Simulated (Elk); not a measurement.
# Does CoRu3N carry moments in Elk?, part 2 of 2

Wanted: the moments of CoRu3N and the energy gained by spin polarisation.

Elk 11.2.3 (patched build); PBE; all-electron APW+lo, Dirac cores, scalar-relativistic bands.

So far. Step 2 (Run 1 (ferro +)): After 31 cycles the largest moment stands at 2.13 μB.

**3. Run 2 (no spin polarisation)**

A run without seeds gives the energy of the state without moments.

elk.in reads:

```
tasks
  0

xctype
  20

rgkmax
  7.0

nempty
  14

swidth
  0.002

epsengy
  1e-05

maxscl
  100

lmaxi
  2

sppath
  './'

avec
  7.50430653131 0.00000000000 0.00000000000
  0.00000000000 7.50430653131 0.00000000000
  0.00000000000 0.00000000000 7.50430653131

atoms
  3
  'Ru.in'
  3
  0.0000000000 0.5000000000 0.5000000000   0.000000 0.000000 0.000000
  0.5000000000 0.5000000000 0.0000000000   0.000000 0.000000 0.000000
  0.5000000000 0.0000000000 0.5000000000   0.000000 0.000000 0.000000
  'Co.in'
  1
  0.0000000000 0.0000000000 0.0000000000   0.000000 0.000000 0.000000
  'N.in'
  1
  0.5000000000 0.5000000000 0.5000000000   0.000000 0.000000 0.000000

ngridk
  6 6 6
```

The run is started by

```bash
> OMP_NUM_THREADS=4 elk
```

Numbers of over 12 decimals in the logs are rounded to 6 here.

Output:

```text
Warning(gndstate): core states of species 2 leak from the muffin-tin :   0.4717845065E-03

--- INFO.OUT ---
┌─────────────────────────┐
│ Elk code version 11.2.3 │
└─────────────────────────┘

All units are atomic (Hartree, Bohr, etc.)

┌─────────────────────────────────────────────────┐
│ Ground-state run starting from atomic densities │
└─────────────────────────────────────────────────┘

Lattice vectors :
   7.504306531       0.000000000       0.000000000
   0.000000000       7.504306531       0.000000000
   0.000000000       0.000000000       7.504306531

Species : 1 (Ru)
 parameters loaded from : Ru.in
 name : ruthenium
 nuclear charge    :   -44.00000000
 electronic charge :    44.00000000
 atomic mass :    184239.3393
 muffin-tin radius :    2.187636021
 number of radial points in muffin-tin :   1193
 inner part over the whole radius :   0.9932353364E-02
 number on inner part of muffin-tin    :    845
 approximate nuclear radius :   0.8462081736E-04
 number of mesh points to nuclear radius :    426
 atomic positions (lattice), magnetic fields (Cartesian) :
  1 :   0.00000000  0.50000000  0.50000000    0.00000000  0.00000000  0.00000000
  2 :   0.50000000  0.50000000  0.00000000    0.00000000  0.00000000  0.00000000
  3 :   0.50000000  0.00000000  0.50000000    0.00000000  0.00000000  0.00000000

Species : 2 (Co)
 parameters loaded from : Co.in
 name : cobalt
 nuclear charge    :   -27.00000000
 electronic charge :    27.00000000
 atomic mass :    107428.6517
 muffin-tin radius :    2.400000000
 number of radial points in muffin-tin :    993
 inner part over the whole radius :   0.9997676968E-02
 number on inner part of muffin-tin    :    701
 approximate nuclear radius :   0.7243775530E-04
 number of mesh points to nuclear radius :    333
 atomic positions (lattice), magnetic fields (Cartesian) :
  1 :   0.00000000  0.00000000  0.00000000    0.00000000  0.00000000  0.00000000

Species : 3 (N)
 parameters loaded from : N.in
 name : nitrogen
 nuclear charge    :   -7.000000000
 electronic charge :    7.000000000
 atomic mass :    25532.65216
 muffin-tin radius :    1.514517245
 number of radial points in muffin-tin :    593
 inner part over the whole radius :   0.9971370584E-02
 number on inner part of muffin-tin    :    405
 approximate nuclear radius :   0.4939692610E-04
 number of mesh points to nuclear radius :    172
 atomic positions (lattice), magnetic fields (Cartesian) :
  1 :   0.50000000  0.50000000  0.50000000    0.00000000  0.00000000  0.00000000

Total number of atoms per unit cell :    5
Total muffin-tin volume :    204.0208452
 ratio of muffin-tin to unit cell volume :   0.4827728582

Spin treatment :
 spin-unpolarised

Number of Bravais lattice symmetries :   48
Number of crystal symmetries         :   48
Crystal has inversion symmetry
Real symmetric eigensolver will be used

k-point grid :      6     6     6
k-point offset :    0.000000000       0.000000000       0.000000000
k-point set is reduced with full crystal symmetry group
Total number of k-points :       20

Muffin-tin radius times maximum |G+k| :    7.000000000
 using average radius
Maximum |G+k| for APW functions       :    3.340515344
Maximum (1/2)|G+k|²                   :    5.579521381
Maximum |G| for potential and density :    12.00000000
Constant for pseudocharge density :    7
 order of it for each species :   14  14  14
 order of it for pair densities of each species (exact exchange by exxq0 0: 14) :   11  13   4
Radial integration step length :    1

G-vector grid sizes :     30    30    30
Number of G-vectors :    12293

Maximum angular momentum used for
 APW functions            :    8
 outer part of muffin-tin :    6
 inner part of muffin-tin :    2

Number of empty states         :     70
Total number of valence states :    105
Total number of core states    :     98

Third-order local-orbitals added for an l without core states : T
Total number of local-orbitals :     84

Exchange-correlation functional :     20     0     0
 Perdew-Burke-Ernzerhof, Phys. Rev. Lett. 77, 3865 (1996)
 gradient requirement :    1
 generalised gradient approximation (GGA)

Smearing type :    3
 Fermi-Dirac
Smearing width :   0.2000000000E-02
Effective electronic temperature (K) :    631.5500496

Mixing type :    3
 Broyden mixing, J. Phys. A: Math. Gen. 17, L317 (1984)

Kohn-Sham potential initialised from atomic data

┌──────────────────────────────┐
│ Self-consistent loop started │
└──────────────────────────────┘

┌─────────────────┐
│ Loop number : 1 │
└─────────────────┘

Energies :
 Fermi                       :     0.312905
 sum of occupied eigenvalues :     -8941.6779087471
 electron kinetic            :      15601.402207627
 core electron kinetic       :      15077.055611029
 Coulomb                     :     -30176.825445242
 Coulomb potential           :     -23948.002078878
 nuclear-nuclear             :     -2004.5582774387
 electron-nuclear            :     -32452.636681391
 Hartree                     :      4280.3695135873
 Madelung                    :     -18202.824405803
 xc potential                :     -595.07803749659
 exchange                    :     -459.20975117639
 correlation                 :     -8.546848
 electron entropic           :    -0.13299313292553E-02
 total energy                :     -15043.181167052

Density of states at Fermi energy :    97.68423638
 (states/Hartree/unit cell)

Estimated indirect band gap :   0.1210190735E-02
 from k-point 13 to k-point 8
Estimated direct band gap   :   0.3496649691E-02
 at k-point 13

Charges :
 core                        :    98.00000000
 valence                     :    68.00000000
 interstitial                :    9.851353380
 muffin-tins (core leakage)
  species : 1 (Ru)
   atom 1                    :    40.53747106     (  0.1104915015E-05)
   atom 2                    :    40.53747106     (  0.1104915015E-05)
   atom 3                    :    40.53747106     (  0.1104915015E-05)
  species : 2 (Co)
   atom 1                    :    28.01345219     (  0.4635876880E-03)
  species : 3 (N)
   atom 1                    :    6.522781266     (  0.3499997834E-05)
 total in muffin-tins        :    156.1486466
 total calculated charge     :    165.9989435
 total charge                :    166.0000000
 error                       :   0.1056491891E-02

[... earlier loops left out ...]

┌──────────────────┐
│ Loop number : 21 │
└──────────────────┘

Energies :
 Fermi                       :     0.428943
 sum of occupied eigenvalues :     -8926.3165133982
 electron kinetic            :      15613.351677317
 core electron kinetic       :      15076.325310003
 Coulomb                     :     -30189.001184029
 Coulomb potential           :     -23929.737905105
 nuclear-nuclear             :     -2004.5582774387
 electron-nuclear            :     -32496.672432390
 Hartree                     :      4312.2295257992
 Madelung                    :     -18224.132231477
 xc potential                :     -609.93028561071
 exchange                    :     -459.49647338618
 correlation                 :     -8.551268
 electron entropic           :    -0.21126695228487E-02
 total energy                :     -15043.699361149

Density of states at Fermi energy :    149.1337855
 (states/Hartree/unit cell)

Estimated indirect band gap :   0.2015786004E-02
 from k-point 16 to k-point 1
Estimated direct band gap   :   0.4116046275E-02
 at k-point 8

Charges :
 core                        :    98.00000000
 valence                     :    68.00000000
 interstitial                :    9.326517491
 muffin-tins (core leakage)
  species : 1 (Ru)
   atom 1                    :    41.61092957     (  0.1029355850E-05)
   atom 2                    :    41.61092957     (  0.1029355850E-05)
   atom 3                    :    41.61092957     (  0.1029355850E-05)
  species : 2 (Co)
   atom 1                    :    26.05580148     (  0.4717845065E-03)
  species : 3 (N)
   atom 1                    :    5.784892322     (  0.3570069988E-05)
 total in muffin-tins        :    156.6734825
 total calculated charge     :    165.9990835
 total charge                :    166.0000000
 error                       :   0.9165058353E-03

┌──────────────────────────────┐
│ Self-consistent loop stopped │
└──────────────────────────────┘

Warning : core states of species 2 leak from the muffin-tin :   0.4717845065E-03

Wrote STATE.OUT
```

Elapsed: 17 s, on 4 threads of Arm Neoverse V1, shared host; peak memory 0.17 GiB; 61 s of CPU time.

Numbers from this step:

```yaml
density_of_states_at_the_fermi_level: 5.481 states/eV/cell
final_state: non-magnetic (no spin polarisation)
```

It lies 133 meV a seeded atom over the first start.

**4. Ranking**

These are free energies at a smearing of 0.0544 eV, so its entropy term is in the differences. They are divided by the number of seeded atoms, so that cells of unlike size compare.

Orders:

| start | final state | typed order kept | energy over the lowest (meV a seeded atom) | largest sphere moment (μB) | net moment (μB a primitive cell) | DOS at the Fermi level (states/eV a primitive cell) | mesh matched | CPU time (s) |
| --- | --- | --- | --- | --- | --- | --- | --- | --- |
| ferro + | ferromagnetic | yes | 0 | 2.131 | 3.328 | 6.87 | yes | 844.8 |
| no spin polarisation | non-magnetic | - | 132.8 | 0 | 0 | 5.481 | yes | 61.44 |

**5. The lowest state with spin–orbit coupling**

Orbital moments arise only with spin–orbit coupling, and measured moments hold them.

The run goes on from the saved lowest state, with the moments along the z axis of the cell.

Edit elk.in of step 3 so:

```diff
@@ -1,3 +1,4 @@
 tasks
-  0
+  1
+  15
 
@@ -15,2 +16,5 @@
 
+reducebf
+  0.5
+
 epsengy
@@ -22,3 +26,12 @@
 lmaxi
-  2
+  3
+
+spinpol
+  .true.
+
+spinorb
+  .true.
+
+cmagz
+  .true.
 
@@ -41,3 +54,3 @@
   1
-  0.0000000000 0.0000000000 0.0000000000   0.000000 0.000000 0.000000
+  0.0000000000 0.0000000000 0.0000000000   0.000000 0.000000 -0.000100
   'N.in'
```

The run is started by

```bash
> OMP_NUM_THREADS=4 elk
```

Output:

```text
Warning(gndstate): core states of species 2 leak from the muffin-tin :   0.4669177437E-03
Warning(chksvso): spin-orbit splittings by the second variation are low [figures from our tests cut]: local-orbitals by j (lorbdm 7 and 8, zora) mend levels alone

--- INFO.OUT ---
┌─────────────────────────┐
│ Elk code version 11.2.3 │
└─────────────────────────┘

All units are atomic (Hartree, Bohr, etc.)

┌──────────────────────────────────────────┐
│ Ground-state run resuming from STATE.OUT │
└──────────────────────────────────────────┘

Lattice vectors :
   7.504306531       0.000000000       0.000000000
   0.000000000       7.504306531       0.000000000
   0.000000000       0.000000000       7.504306531

Species : 1 (Ru)
 parameters loaded from : Ru.in
 name : ruthenium
 nuclear charge    :   -44.00000000
 electronic charge :    44.00000000
 atomic mass :    184239.3393
 muffin-tin radius :    2.187636021
 number of radial points in muffin-tin :   1193
 inner part over the whole radius :   0.9932353364E-02
 number on inner part of muffin-tin    :    845
 approximate nuclear radius :   0.8462081736E-04
 number of mesh points to nuclear radius :    426
 atomic positions (lattice), magnetic fields (Cartesian) :
  1 :   0.00000000  0.50000000  0.50000000    0.00000000  0.00000000  0.00000000
  2 :   0.50000000  0.50000000  0.00000000    0.00000000  0.00000000  0.00000000
  3 :   0.50000000  0.00000000  0.50000000    0.00000000  0.00000000  0.00000000

Species : 2 (Co)
 parameters loaded from : Co.in
 name : cobalt
 nuclear charge    :   -27.00000000
 electronic charge :    27.00000000
 atomic mass :    107428.6517
 muffin-tin radius :    2.400000000
 number of radial points in muffin-tin :    993
 inner part over the whole radius :   0.9997676968E-02
 number on inner part of muffin-tin    :    701
 approximate nuclear radius :   0.7243775530E-04
 number of mesh points to nuclear radius :    333
 atomic positions (lattice), magnetic fields (Cartesian) :
  1 :   0.00000000  0.00000000  0.00000000    0.00000000  0.00000000  0.00000000

Species : 3 (N)
 parameters loaded from : N.in
 name : nitrogen
 nuclear charge    :   -7.000000000
 electronic charge :    7.000000000
 atomic mass :    25532.65216
 muffin-tin radius :    1.514517245
 number of radial points in muffin-tin :    593
 inner part over the whole radius :   0.9971370584E-02
 number on inner part of muffin-tin    :    405
 approximate nuclear radius :   0.4939692610E-04
 number of mesh points to nuclear radius :    172
 atomic positions (lattice), magnetic fields (Cartesian) :
  1 :   0.50000000  0.50000000  0.50000000    0.00000000  0.00000000  0.00000000

Total number of atoms per unit cell :    5
Total muffin-tin volume :    204.0208452
 ratio of muffin-tin to unit cell volume :   0.4827728582

Spin treatment :
 spin-polarised
 spin-orbit coupling
 global magnetic field (Cartesian) :    0.000000000       0.000000000       0.000000000
 collinear magnetisation in z-direction

Number of Bravais lattice symmetries :   48
Number of crystal symmetries         :    8
Crystal has inversion symmetry
Real symmetric eigensolver will be used

k-point grid :      6     6     6
k-point offset :    0.000000000       0.000000000       0.000000000
k-point set is reduced with full crystal symmetry group
Total number of k-points :       44

Muffin-tin radius times maximum |G+k| :    7.000000000
 using average radius
Maximum |G+k| for APW functions       :    3.340515344
Maximum (1/2)|G+k|²                   :    5.579521381
Maximum |G| for potential and density :    12.00000000
Constant for pseudocharge density :    7
 order of it for each species :   14  14  14
 order of it for pair densities of each species (exact exchange by exxq0 0: 14) :   11  13   4
Radial integration step length :    1

G-vector grid sizes :     30    30    30
Number of G-vectors :    12293

Maximum angular momentum used for
 APW functions            :    8
 outer part of muffin-tin :    6
 inner part of muffin-tin :    3

Number of empty states         :     70
Total number of valence states :    210
Total number of core states    :     98

Third-order local-orbitals added for an l without core states : T
Total number of local-orbitals :     84

Exchange-correlation functional :     20     0     0
 Perdew-Burke-Ernzerhof, Phys. Rev. Lett. 77, 3865 (1996)
 gradient requirement :    1
 generalised gradient approximation (GGA)

Smearing type :    3
 Fermi-Dirac
Smearing width :   0.2000000000E-02
Effective electronic temperature (K) :    631.5500496

Mixing type :    3
 Broyden mixing, J. Phys. A: Math. Gen. 17, L317 (1984)

Potential read in from STATE.OUT

┌──────────────────────────────┐
│ Self-consistent loop started │
└──────────────────────────────┘

[... earlier loops left out ...]

┌──────────────────┐
│ Loop number : 18 │
└──────────────────┘

Energies :
 Fermi                       :     0.430988
 sum of occupied eigenvalues :     -8925.8222867698
 electron kinetic            :      15613.520264178
 core electron kinetic       :      15076.283890280
 Coulomb                     :     -30189.119663614
 Coulomb potential           :     -23929.323795476
 nuclear-nuclear             :     -2004.5582774387
 electron-nuclear            :     -32497.300152805
 Hartree                     :      4312.7387666293
 Madelung                    :     -18224.457765876
 xc potential                :     -609.91935685187
 xc effective B-field        :    -0.99398396114881E-01
 external B-field            :      0.000000
 exchange                    :     -459.56776997525
 correlation                 :     -8.546236
 electron entropic           :    -0.24774736323033E-02
 total energy                :     -15043.715882639
 (external B-field energy excluded from total)

Density of states at Fermi energy :    188.4859741
 (states/Hartree/unit cell)

Estimated indirect band gap :   0.9661101825E-05
 from k-point 23 to k-point 44
Estimated direct band gap   :   0.4946078875E-03
 at k-point 9

Charges :
 core                        :    98.00000000
 valence                     :    68.00000000
 interstitial                :    9.335913293
 muffin-tins (core leakage)
  species : 1 (Ru)
   atom 1                    :    41.63217331     (  0.1032296201E-05)
   atom 2                    :    41.63246001     (  0.1032297536E-05)
   atom 3                    :    41.63217331     (  0.1032296201E-05)
  species : 2 (Co)
   atom 1                    :    25.98183477     (  0.4669177437E-03)
  species : 3 (N)
   atom 1                    :    5.785445309     (  0.3570133463E-05)
 total in muffin-tins        :    156.6640867
 total calculated charge     :    165.9989158
 total charge                :    166.0000000
 error                       :   0.1084215250E-02

Moments :
 interstitial                :  -0.1128000139E-01
 muffin-tins
  species : 1 (Ru)
   atom 1                    :   0.4037145948
   atom 2                    :   0.4023297744
   atom 3                    :   0.4037145948
  species : 2 (Co)
   atom 1                    :    2.122162042
  species : 3 (N)
   atom 1                    :  -0.1796268014E-01
 total in muffin-tins        :    3.313958325
 total moment                :    3.302678324

┌──────────────────────────────┐
│ Self-consistent loop stopped │
└──────────────────────────────┘

Warning : core states of species 2 leak from the muffin-tin :   0.4669177437E-03

Wrote STATE.OUT
```

It took 8.4 min on 4 threads; peak memory 0.56 GiB.

Spin moment in the muffin-tin sphere by atom:

| atom | spin moment in the muffin-tin sphere (μB) |
| --- | --- |
| Ru1 | 0.40 |
| Ru2 | 0.40 |
| Ru3 | 0.40 |
| Co4 | 2.12 |
| N5 | -0.02 |

Numbers from this step:

| Item | Value |
| --- | --- |
| density of states at the Fermi level | 6.927 states/eV/cell |
| moment between the spheres | -0.01128 μB |
| magnetization | 3.303 μB |
| final state | ferromagnetic |

Orbital moment <L> in the sphere by atom:

| atom | x (μB) | y (μB) | z (μB) | size |
| --- | --- | --- | --- | --- |
| Ru1 | 0.000 | 0.000 | 0.000 | 0.000 |
| Ru2 | 0.000 | 0.000 | 0.005 | 0.005 |
| Ru3 | 0.000 | 0.000 | 0.000 | 0.000 |
| Co4 | 0.000 | 0.000 | 0.142 | 0.142 |
| N5 | 0.000 | 0.000 | 0.000 | 0.000 |

**6. What came out**

```
lower run                                                            : with moments
largest site moment                                                  : 2.13 μB
energy gained by spin polarisation                                   : 133 meV a seeded atom
with spin–orbit coupling: largest spin moment and its orbital moment : 2.12 and 0.142 μB
```

The crystal holds moments, up to 2.13 μB, and gains 133 meV a seeded atom by them. The orbital moment is parallel to the spin, as Hund's third rule has it for a shell over half filled. No antiferromagnetic order was tried, so the session says nothing on how the moments order. With a GGA and lmaxo under 10 this build's totals carry angular errors that reach some ten meV an atom in oxides, so smaller differences are in doubt.

[Logs and program files are shortened in this print: banners, set-up blocks, solver, clock and traceback lines can be left out without a mark of their own.]

[Logs are printed without paths, hosts, clocks, repeated set-up lines and the standing remarks that a program may print on its own settings, such as how far it seeks lower states.]

[Hosts, paths, dates, database ids (printed as entryN), source tags and the programs' standing remarks are cut or masked in the printed files.]

[Where a cell is said to come from a database of computed structures, the database is the Materials Project.]
